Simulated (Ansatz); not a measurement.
# Surface energy of Ru: 7 faces compared

Which of these faces of Ru costs least, and does the order hold when functional or mesh changes?

Calculated with Ansatz 0.2.0: Kohn-Sham DFT, PBE, PAW (set soft_2), plane waves; cutoff 420 eV, fermi-dirac smearing of 0.1 eV. Each cell was relaxed with PBE at fixed cell edges, then solved at the other levels. Its free energy less that of as many atoms of bulk Ru (13.661 Å³ an atom, mesh 23×23×13) is divided by the area of its two faces. Cutoffs: 420 eV for PBE and PBEsol; 500 eV for r2SCAN.

Ru(101), as built: Slab of Ru cut on (1 0 1), 12.7 Å thick, 1 x 2 surface cells, both faces free, 15 Å of vacuum; not relaxed. Lattice constants are starting values near those of PBE.

Ru(001), as built: Slab of Ru cut on (0 0 1), 10.7 Å thick, 2 x 2 surface cells, both faces free, 15 Å of vacuum; not relaxed. Lattice constants are starting values near those of PBE.

**Cells**

```
   cell  atoms  area (Å²)                     k-mesh  gain on relaxing (J/m²)  neighbours missing (per Å²)  work function (eV)
Ru(001)     24      25.53   8×8×1 (relaxed on 5×5×1)                    0.075                        0.470                4.99
Ru(101)     28      26.52   7×7×1 (relaxed on 5×5×1)                    0.089                        0.528                4.93
Ru(100)     24      23.24   7×8×1 (relaxed on 4×6×1)                    0.055                        0.516                4.78
Ru(102)     32      34.53   6×7×1 (relaxed on 4×5×1)                    0.147                        0.579                4.52
Ru(112)     22      23.83  10×7×1 (relaxed on 7×5×1)                    0.126                        0.587                4.61
Ru(111)     20      21.11   9×8×1 (relaxed on 6×5×1)                    0.131                        0.616                4.39
Ru(110)     20      20.13   8×8×1 (relaxed on 5×6×1)                    0.069                        0.596                4.43
```

Neighbours are counted within 3.18 Å in the cell as cut, where a bulk atom has 12; the deficit is per area of both faces. The work function is the vacuum level over the Fermi level.

**Surface energy**

In J/m²:

| cell | PBE | PBE, denser mesh | r2SCAN | PBEsol |
| --- | --- | --- | --- | --- |
| Ru(001) | 2.582 | 2.579 | 2.814 | 3.011 |
| Ru(101) | 2.901 | 2.901 | 3.157 | 3.355 |
| Ru(100) | 2.931 | 2.930 | 3.179 | 3.381 |
| Ru(102) | 3.126 | 3.123 | 3.388 | 3.607 |
| Ru(112) | 3.137 | 3.137 | 3.401 | 3.624 |
| Ru(111) | 3.277 | 3.277 | 3.549 | 3.788 |
| Ru(110) | 3.332 | 3.340 | 3.618 | 3.835 |

**Findings**

With PBE the lowest is Ru(001) (2.58 J/m²) and the highest Ru(110) (3.33 J/m²), a ratio of 1.29. PBE on a denser mesh shifts the values by -0.00 to +0.01 J/m² over 7 cells and reverses no pair. r2SCAN shifts the values by +0.23 to +0.29 J/m² over 7 cells and reverses no pair. PBEsol shifts the values by +0.43 to +0.51 J/m² over 7 cells and reverses no pair. A pair counts as reversed only if it differs by over 0.02 J/m² at both levels. The energy rises with the count of missing neighbours per area (correlation +0.97). The work function runs from 4.39 eV on Ru(111) to 4.99 eV on Ru(001).

Limits: The lattice constant is the typed one for every functional. Cells and bulk are sampled on unlike meshes, and thin cells carry size effects; differences of a few hundredths of a J/m² aren't resolved. No reconstruction was sought. Work functions of thin slabs are sensitive to thickness and mesh. These are free energies under a smearing of 0.1 eV, whose entropy term isn't removed. In some runs the program notes that positions were snapped to a detected symmetry and the exchange-correlation potential is rough where the density is thin.

[Logs are printed without paths, hosts, clocks, repeated set-up lines and the standing remarks that a program may print on its own settings, such as how far it seeks lower states.]

[Hosts, paths, dates, database ids (printed as entryN), source tags and the programs' standing remarks are cut or masked in the printed files.]
